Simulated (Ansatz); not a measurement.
## Where V_N puts its levels in the gap of AlN (F-43m)

Aim: at which Fermi levels does V_N in AlN (F-43m) change its charge? The model is a cell of 54 host atoms with 1 N taken out.

Calculated with Ansatz 0.2.0; place-levels on r2SCAN runs: charge-transition levels and formation energies with image-charge correction and potential alignment at the atomic sites; PAW set soft_1.

Report form: the programs' logs are mostly left out.

**1. The structure**

The cell holds 53 atoms: 27 Al and 26 N. Cell: a = 9.269 Å, b = 9.269 Å, c = 9.269 Å, α = 60.0°, β = 60.0°, γ = 60.0°. It derives from AlN (space group F-43m). Nearest the centre at fractional (0.417, 0.417, 0.417): Al28 at 1.89 Å, Al32 at 1.89 Å, Al44 at 1.89 Å, Al27 at 1.89 Å, N24 at 3.09 Å, N29 at 3.09 Å, N31 at 3.09 Å, N12 at 3.09 Å.

Structure file:

```xyz
53
Lattice="0.0000 6.5542 6.5542 6.5542 0.0000 6.5542 6.5542 6.5542 0.0000" Properties=species:S:1:pos:R:3 pbc="T T T"
Al    0.0000    0.0000    0.0000
N     1.0924    1.0924    1.0924
Al    2.1847    2.1847    0.0000
N     3.2771    3.2771    1.0924
Al    4.3695    4.3695    0.0000
N     5.4618    5.4618    1.0924
Al    2.1847    0.0000    2.1847
N     3.2771    1.0924    3.2771
Al    4.3695    2.1847    2.1847
N     5.4618    3.2771    3.2771
Al    6.5542    4.3695    2.1847
N     7.6466    5.4618    3.2771
Al    4.3695    0.0000    4.3695
N     5.4618    1.0924    5.4618
Al    6.5542    2.1847    4.3695
N     7.6466    3.2771    5.4618
Al    8.7389    4.3695    4.3695
N     9.8313    5.4618    5.4618
Al    0.0000    2.1847    2.1847
N     1.0924    3.2771    3.2771
Al    2.1847    4.3695    2.1847
N     3.2771    5.4618    3.2771
Al    4.3695    6.5542    2.1847
N     5.4618    7.6466    3.2771
Al    2.1847    2.1847    4.3695
N     3.2771    3.2771    5.4618
Al    4.3695    4.3695    4.3695
Al    6.5542    6.5542    4.3695
N     7.6466    7.6466    5.4618
Al    4.3695    2.1847    6.5542
N     5.4618    3.2771    7.6466
Al    6.5542    4.3695    6.5542
N     7.6466    5.4618    7.6466
Al    8.7389    6.5542    6.5542
N     9.8313    7.6466    7.6466
Al    0.0000    4.3695    4.3695
N     1.0924    5.4618    5.4618
Al    2.1847    6.5542    4.3695
N     3.2771    7.6466    5.4618
Al    4.3695    8.7389    4.3695
N     5.4618    9.8313    5.4618
Al    2.1847    4.3695    6.5542
N     3.2771    5.4618    7.6466
Al    4.3695    6.5542    6.5542
N     5.4618    7.6466    7.6466
Al    6.5542    8.7389    6.5542
N     7.6466    9.8313    7.6466
Al    4.3695    4.3695    8.7389
N     5.4618    5.4618    9.8313
Al    6.5542    6.5542    8.7389
N     7.6466    7.6466    9.8313
Al    8.7389    8.7389    8.7389
N     9.8313    9.8313    9.8313
```

Known beforehand: the electronic dielectric constant, 4.64, and the static one, 8.51, computed on the host (DFPT, PBEsol, on the r2SCAN cell), and a cell off the functional's own equilibrium shifts the ionic part.

The cell's shortest repeat is 9.3 Å.

**2. What was run first**

A transition level is the Fermi level at which two charge states cost the same, so each charge needs its own total energy, at its own relaxed structure.

Random displacements of about 0.05 Å break the site symmetry at the start, so that the relaxation can reach a distorted minimum if there is one. Forces are taken at one point at (¼, ¼, ¼). The cell holds 1 electron more than the neutral one, with a uniform background that keeps it neutral on the whole.

The sampling was tested on the host first: at the k-points planned (1x1x1 shifted 0.25 0.25 0.25) its energy lies 0.045 eV an atom from the dense-mesh value, so the final energies take a denser sampling.

One state's input; the others differ in charge, spin, start and seed, and in occupations where the table says so.

The input, qm1.relax/input.yaml:

```yaml
crystal:
  lattice:
    - [0.0, 2.18472995, 2.18472995]
    - [2.18472995, 0.0, 2.18472995]
    - [2.18472995, 2.18472995, 0.0]
  atoms:
    - { symbol: Al, position: [0.0, 0.0, 0.0] }
    - { symbol: "N", position: [0.25, 0.25, 0.25] }
  supercell: [3, 3, 3]
  defects: [{ vacancy: 27 }]
total_charge: -1
basis:
  ecutwfc: 500
  xc_grid: 2
hamiltonian:
  xc: r2scan
  pseudopotentials: { kind: paw, azcp: { folder: soft_1 } }
kpoints:
  mp_grid: { grid: [1, 1, 1], shift: [0.25, 0.25, 0.25] }
scf:
  occupations: { method: fixed }
  max_iter: 80
output:
  forces: true
  charged_corrections: { epsilon: 4.64, static_epsilon: 8.51 }
relax:
  f_tol: 0.02
  max_steps: 80
  random_displacement: { amplitude: 0.05, seed: 1735 }
checkpoint:
  write: "../qm1.relax.run"
  compress: false
  write_wavefunctions: true
  write_every: 100000
```

Started as:

```bash
$ ansatz run input.yaml --threads 4 --pin off --max-ram 7536MiB --backend cpu --events-out ev --progress --plain --runs-dir out
```

Defect states can disperse in a cell of this size, so the energy is taken again at a 2×2×2 shifted mesh, on the relaxed structure.

The run of this state that the levels use, under r2SCAN:

The input, qm1.point/input.yaml:

```yaml
crystal:
  checkpoint: "../qm1.relax.run"
  host: checkpoint
total_charge: -1
basis:
  ecutwfc: 500
  xc_grid: 2
hamiltonian:
  xc: r2scan
  pseudopotentials: { kind: paw, azcp: { folder: soft_1 } }
kpoints:
  mp_grid: { grid: [2, 2, 2], shift: [0.5, 0.5, 0.5] }
scf:
  occupations: { method: fermi_dirac, width: 0.01 }
  max_iter: 80
output:
  forces: true
  eigenvalues: true
  charged_corrections:
    epsilon: 4.64
    static_epsilon: 8.51
    defect_position: [0.416667, 0.416667, 0.416667]
  eigenstates: { localisation: true }
  populations: true
  band_densities: [{ bands: [v1, v1] }, { bands: [c1, c1] }]
  write_density: true
  write_potential: true
  volumetric_format: npy
checkpoint:
  read: "../qm1.relax.run"
  write: "../qm1.point.run"
  compress: false
  write_wavefunctions: false
  write_every: 100000
```

Relaxations under r2SCAN at one point at (¼, ¼, ¼); times on 4 threads of Intel Xeon Platinum 8259CL at 2.50GHz (Skylake/Cascade Lake), shared host:

```
charge  moment (μB)  occupations    outcome  steps  largest displacement against the far atoms (Å)     time
    −1            0        fixed  converged      9                                            0.19  1.9 min
     0            1        fixed  converged      7                                            0.10  3.1 min
    +1            0        fixed  converged      6                                            0.07     66 s
    +2            1        fixed  converged     10                                            0.22  3.6 min
    +3            0        fixed  converged      8                                            0.38     92 s
```

Single points under r2SCAN at a 2×2×2 shifted mesh; times on 4 threads of Intel Xeon Platinum 8259CL at 2.50GHz (Skylake/Cascade Lake), shared host:

```
charge  moment (μB)  occupations    outcome     time
    −1            0  fermi-dirac  converged     47 s
     0            1  fermi-dirac  converged  2.1 min
    +1            0  fermi-dirac  converged     50 s
    +2            1  fermi-dirac  converged  2.1 min
    +3            0  fermi-dirac  converged     47 s
```

Distances (Å) from the ideal centre to the nearest atoms after relaxation with r2SCAN:

```
charge  moment (μB)       1.       2.       3.       4.      5.      6.
    −1            0  Al 1.80  Al 1.83  Al 1.84  Al 1.88  N 3.02  N 3.03
     0            1  Al 1.86  Al 1.89  Al 1.89  Al 1.91  N 3.05  N 3.05
    +1            0  Al 1.96  Al 1.96  Al 1.96  Al 1.96  N 3.08  N 3.08
    +2            1  Al 2.10  Al 2.11  Al 2.11  Al 2.11  N 3.08  N 3.08
    +3            0  Al 2.26  Al 2.27  Al 2.27  Al 2.28  N 3.08  N 3.08
```

**3. Levels against the band edges, r2SCAN**

A charged cell interacts with its images and the background, and its potential has another zero than the host's. place-levels removes the first by a point-charge model, screened by the static dielectric constant since the ions have relaxed around the charge, and the second by comparing potentials at atoms far from the defect.

The host is a run of the defect-free crystal in the same cutoffs, grids and k-points, so that basis and sampling errors cancel in part in the differences. The host is run in a cell of 2 atoms on a matching mesh. Its band edges are searched through the zone by a band path, so the gap is smaller than, or equal to, that on the mesh. Chemical potentials are energies per atom of N (N2 molecule), run with the same functional and cutoff.

The input, levels.point.yaml:

```yaml
host:
  run: host.point.run
states: [qm1.point.run, q0_M1.point.run, qp1.point.run, qp2_M1.point.run, qp3.point.run]
geometry_from:
  qm1.point.run: qm1.relax.run
  q0_M1.point.run: q0_M1.relax.run
  qp1.point.run: qp1.relax.run
  qp2_M1.point.run: qp2_M1.relax.run
  qp3.point.run: qp3.relax.run
  host.point.run: host.relax.run
chemical_potentials:
  "N":
    energy: -384.814403
    dataset: "<sha256 of the dataset>"
epsilon: 4.64
static_epsilon: 8.51
vertical:
  - { from: qm1.point.run, to: qm1.point_neutral.run }
  - { from: qp1.point.run, to: qp1.point_neutral.run }
  - { from: qp2_M1.point.run, to: qp2_M1.point_neutral.run }
  - { from: qp3.point.run, to: qp3.point_neutral.run }
```

Started as:

```bash
$ ansatz place-levels levels.point.yaml -- --threads 4 --pin off --max-ram 7536MiB
```

It took 0.91 s on 4 threads of Intel Xeon Platinum 8259CL at 2.50GHz (Skylake/Cascade Lake), shared host.

Under r2SCAN the gap is 3.92 eV, (+3/+2) -0.21 (outside the gap), (+2/+1) 0.39, (+1/0) 3.59, (0/−1) 4.34 (outside the gap) eV.

Levels between the charges placed, in eV above the valence top:

```
        gap (eV)  (+3/+2)  (+2/+1)  (+1/0)  (0/−1)
r2SCAN      3.92    -0.21     0.39    3.59    4.34
```

Corrections by state:

```
charge  moment (μB)  image terms and alignment (eV)  band filling (eV)  ε used  over the lowest of its charge, as the program ranks them, band filling apart (eV)
    +3          0.0                           1.866                  -    8.51                                                                              0.000
    +2          1.0                           0.765                  -    8.51                                                                              0.000
    +1          0.0                           0.126                  -    8.51                                                                              0.000
     0          1.0                           0.000                  -       -                                                                              0.000
    −1          0.0                           0.382                  -    8.51                                                                              0.000
```

The charged structures listed were also run neutral, and place-levels reads from each pair, by the potential or the spins, how wide the charge is by which they differ; that can be the carrier of either run.

```
charge  rms radius (Å)  spread where it is widest against the cell (Å)  wide from (Å)  reading
    +3             2.0                                            1.18           1.31   narrow
    +2             2.6                                            1.48           1.31     wide
    +1             3.0                                            1.78           1.31     wide
    −1             2.2                                            1.32           1.31     wide
```

The neutral runs of these pairs need not share the spin of the lowest neutral state, and very wide values only mean spread over the cell.

From the program's caveats on the states, each cut to its opening words:

- charge +3: it parts from the run that its charge is read beside by 3 carriers, of which the mean alone is read, by its potential at epsilon 4.64, taken for that of held [...]
- charge +3: its alignment with the host at atomic sites is doubtful: the mean over the far sites moves by -0.4330 eV from their farther parts to their nearer, more than [...]
- charge +3: its displacements don't fall off away from the defect: farther atoms stand 0.012 Å off the host's places
- charge +2 (1 μB): it parts from the run at its places by a charge that spreads by about 1.5 Å along one vector (1.3 Å or more is wide), by its potential at epsilon 4.64, taken [...]
- charge +2 (1 μB): its alignment with the host at atomic sites is doubtful: the mean over the far sites moves by -0.2786 eV from their farther parts to their nearer, more than [...]
- charge +2 (1 μB), 0 (1 μB): flagged: stability check not made
- charge +1: it parts from the run at its places by a charge that spreads by about 1.8 Å along one vector (1.3 Å or more is wide), by its potential at epsilon 4.64, taken [...]
- charge +1: its alignment with the host at atomic sites is doubtful: the mean over the far sites moves by -0.1513 eV from their farther parts to their nearer, more than [...]
- charge −1: it parts from the run at its places by a charge that spreads by about 1.3 Å along one vector (1.3 Å or more is wide), by its potential at epsilon 4.64, taken [...]
- charge −1: the host's ions (past the first shell or, of a walk that freed a part, those that it held) aren't shown at rest: they stand up to 0.079 Å off their sites, 0.74 [...]

The host's formation energy from the elements is -1.603 eV per atom; it sets how far the chemical potentials can move.

Limit set by the element alone; other compounds of these elements are not counted. Chemical potentials from the elements' reference states: Al 0.00 eV, N -3.21 eV. Formation energy by charge state (Al-rich; gap 3.92 eV):

```
charge  at valence top (eV)  at conduction bottom (eV)  correction included (eV)
    +3                -0.65                      11.11                      1.87
    +2                -0.86                       6.98                      0.76
    +1                -0.47                       3.45                      0.13
     0                 3.12                       3.12                      0.00
    −1                 7.46                       3.54                      0.38
```

```csv
Fermi level (eV),lowest formation energy (eV)
0.00,-0.86
0.36,-0.15
0.71,0.24
1.07,0.60
1.42,0.95
1.78,1.31
2.14,1.67
2.49,2.02
2.85,2.38
3.21,2.73
3.56,3.09
3.92,3.12
```

Limit set by the element alone; other compounds of these elements are not counted. Chemical potentials from the elements' reference states: N 0.00 eV, Al -3.21 eV. Formation energies (N-rich), with the Fermi level at the valence top and at the conduction bottom (gap 3.92 eV):

```
charge  at valence top (eV)  at conduction bottom (eV)  correction included (eV)
    +3                 2.56                      14.31                      1.87
    +2                 2.35                      10.18                      0.76
    +1                 2.73                       6.65                      0.13
     0                 6.33                       6.33                      0.00
    −1                10.66                       6.75                      0.38
```

Fermi level (eV), lowest formation energy (eV) and a bar from the least value:
```
     0.00       2.35 
     0.36       3.06 #####
     0.71       3.44 ########
     1.07       3.80 ###########
     1.42       4.16 ##############
     1.78       4.51 ################
     2.14       4.87 ###################
     2.49       5.23 ######################
     2.85       5.58 ########################
     3.21       5.94 ###########################
     3.56       6.30 ##############################
     3.92       6.33 ##############################
```

**4. Effect of the sampling**

The relaxations' own energies give the levels at their sampling, for comparison.

The input, levels.relax_mesh.yaml:

```yaml
host:
  run: host.relax.run
states: [qm1.relax.run, q0_M1.relax.run, qp1.relax.run, qp2_M1.relax.run, qp3.relax.run]
chemical_potentials:
  "N":
    energy: -384.814403
    dataset: "<sha256 of the dataset>"
```

Started as:

```bash
$ ansatz place-levels levels.relax_mesh.yaml -- --threads 4 --pin off --max-ram 7536MiB
```

The job ended after 0.3 s (4 threads).

Levels between neighbouring charges, in eV above the valence top:

```
                        gap (eV)  (+3/+2)  (+2/+1)  (+1/0)  (0/−1)
one point at (¼, ¼, ¼)      3.87    -0.50     0.12    3.68    4.40
  a 2×2×2 shifted mesh      3.92    -0.21     0.39    3.59    4.34
```

Going from one point at (¼, ¼, ¼) to a 2×2×2 shifted mesh moves the levels that carry no band-filling term by up to 0.29 eV and formation energies against the elements by up to 0.57 eV.

**5. Placing the levels, PBEsol**

PBEsol on the same structure is run to see how far the result rests on the functional, though not on the errors that semilocal functionals share.

qm1.pbesol/input.yaml, as its differences from qm1.point/input.yaml of step 2:

```diff
@@ -5,7 +5,7 @@
 basis:
-  ecutwfc: 500
+  ecutwfc: 420
   xc_grid: 2
 hamiltonian:
-  xc: r2scan
-  pseudopotentials: { kind: paw, azcp: { folder: soft_1 } }
+  xc: pbesol
+  pseudopotentials: { kind: paw, azcp: { folder: soft_1 }, xc_functional: pbe }
 kpoints:
@@ -29,4 +29,3 @@
 checkpoint:
-  read: "../qm1.relax.run"
-  write: "../qm1.point.run"
+  write: "../qm1.pbesol.run"
   compress: false
```

Wall time 27 s (4 threads); peak memory 1.9 GiB.

The input, levels.pbesol.yaml:

```yaml
host:
  run: host.pbesol.run
  levels_from: { run: edges.pbesol.run }
states: [qm1.pbesol.run, q0_M1.pbesol.run, qp1.pbesol.run, qp2_M1.pbesol.run, qp3.pbesol.run]
geometry_from:
  qm1.pbesol.run: qm1.relax.run
  q0_M1.pbesol.run: q0_M1.relax.run
  qp1.pbesol.run: qp1.relax.run
  qp2_M1.pbesol.run: qp2_M1.relax.run
  qp3.pbesol.run: qp3.relax.run
  host.pbesol.run: host.relax.run
chemical_potentials:
  "N":
    energy: -378.476431
    dataset: "<sha256 of the dataset>"
```

Started as:

```bash
$ ansatz place-levels levels.pbesol.yaml -- --threads 4 --pin off --max-ram 7536MiB
```

Elapsed: 0.62 s, on 4 threads.

Under PBEsol the gap is 3.18 eV, (+3/+2) -0.31 (outside the gap), (+2/+1) 0.06, (+1/0) 3.27 (outside the gap), (0/−1) 3.58 (outside the gap) (with band filling) eV.

**6. Side by side**

Levels between neighbouring charges, in eV above each run's own valence top:

```
                                                 gap (eV)  (+3/+2)  (+2/+1)  (+1/0)  (0/−1)  CPU time a state at this stage (restarts are quicker than cold starts)
                     r2SCAN, 2×2×2 shifted mesh      3.92    -0.21     0.39    3.59    4.34                                                                 4.8 min
PBEsol on r2SCAN structures, 2×2×2 shifted mesh      3.18    -0.31     0.06    3.27    3.58                                                                 2.6 min
```

**7. Results**

```json
{"gap of the host": "3.92 eV (r2SCAN)", "level (plus 3/plus 2)": "0.21 eV below the valence top", "level (plus 2/plus 1)": "0.39 eV above the valence top", "level (plus 1/0)": "3.59 eV above the valence top", "level (0/minus 1)": "4.34 eV above the valence top, past the conduction bottom", "lowest of the charges placed, just above the valence top (0.02 eV)": "+2", "lowest of the charges placed, just below the conduction bottom (0.02 eV)": "0", "lowest formation energy at mid-gap of the charges run, Al-rich": "1.49 eV", "lowest formation energy at mid-gap of the charges run, N-rich": "4.69 eV"}
```

Of the charges placed (−1, 0, +1, +2 and +3), the lowest changes at 0.39 eV (+2/+1) and 3.59 eV (+1/0) above the valence top, in a gap of 3.92 eV. (+2/+1) lies nearer to a band edge than the share of the finite-size correction in it (0.64 eV), and that correction holds for a localised charge alone. States placed: +3 at 0 μB; +2 at 1 μB; +1 at 0 μB; 0 at 1 μB; −1 at 0 μB. Other spin states or structures, where not listed, weren't placed. Corrections reach 1.9 eV, so the cell is small for these charges and their levels are rough. Going from one point at (¼, ¼, ¼) to a 2×2×2 shifted mesh moves the levels that carry no band-filling term by up to 0.29 eV and formation energies against the elements by up to 0.57 eV. The program doubts the alignment of potentials for at least one state, a sign that the cell is small. What this leaves open: r2SCAN makes the gap too small and tends to spread out bound carriers; where a gas molecule sets a chemical potential or the host's formation energy, its binding is uncorrected; force components of up to 0.26 eV/Å remain in a run at the final settings.

[Logs are printed without paths, hosts, clocks, repeated set-up lines and the standing remarks that a program may print on its own settings, such as how far it seeks lower states.]

[Hosts, paths, dates, database ids (printed as entryN), source tags and the programs' standing remarks are cut or masked in the printed files.]

[Where a table of states has a column of steps, it counts the stored structures, which are thinned; the runs took as many ionic steps or more.]

[A defect's name tells the site on which it was built; relaxed atoms can leave that site.]

[For some hosts the program warned that the k-mesh of the response run may be too coarse for force constants and the static dielectric constant; such warnings are not shown here.]
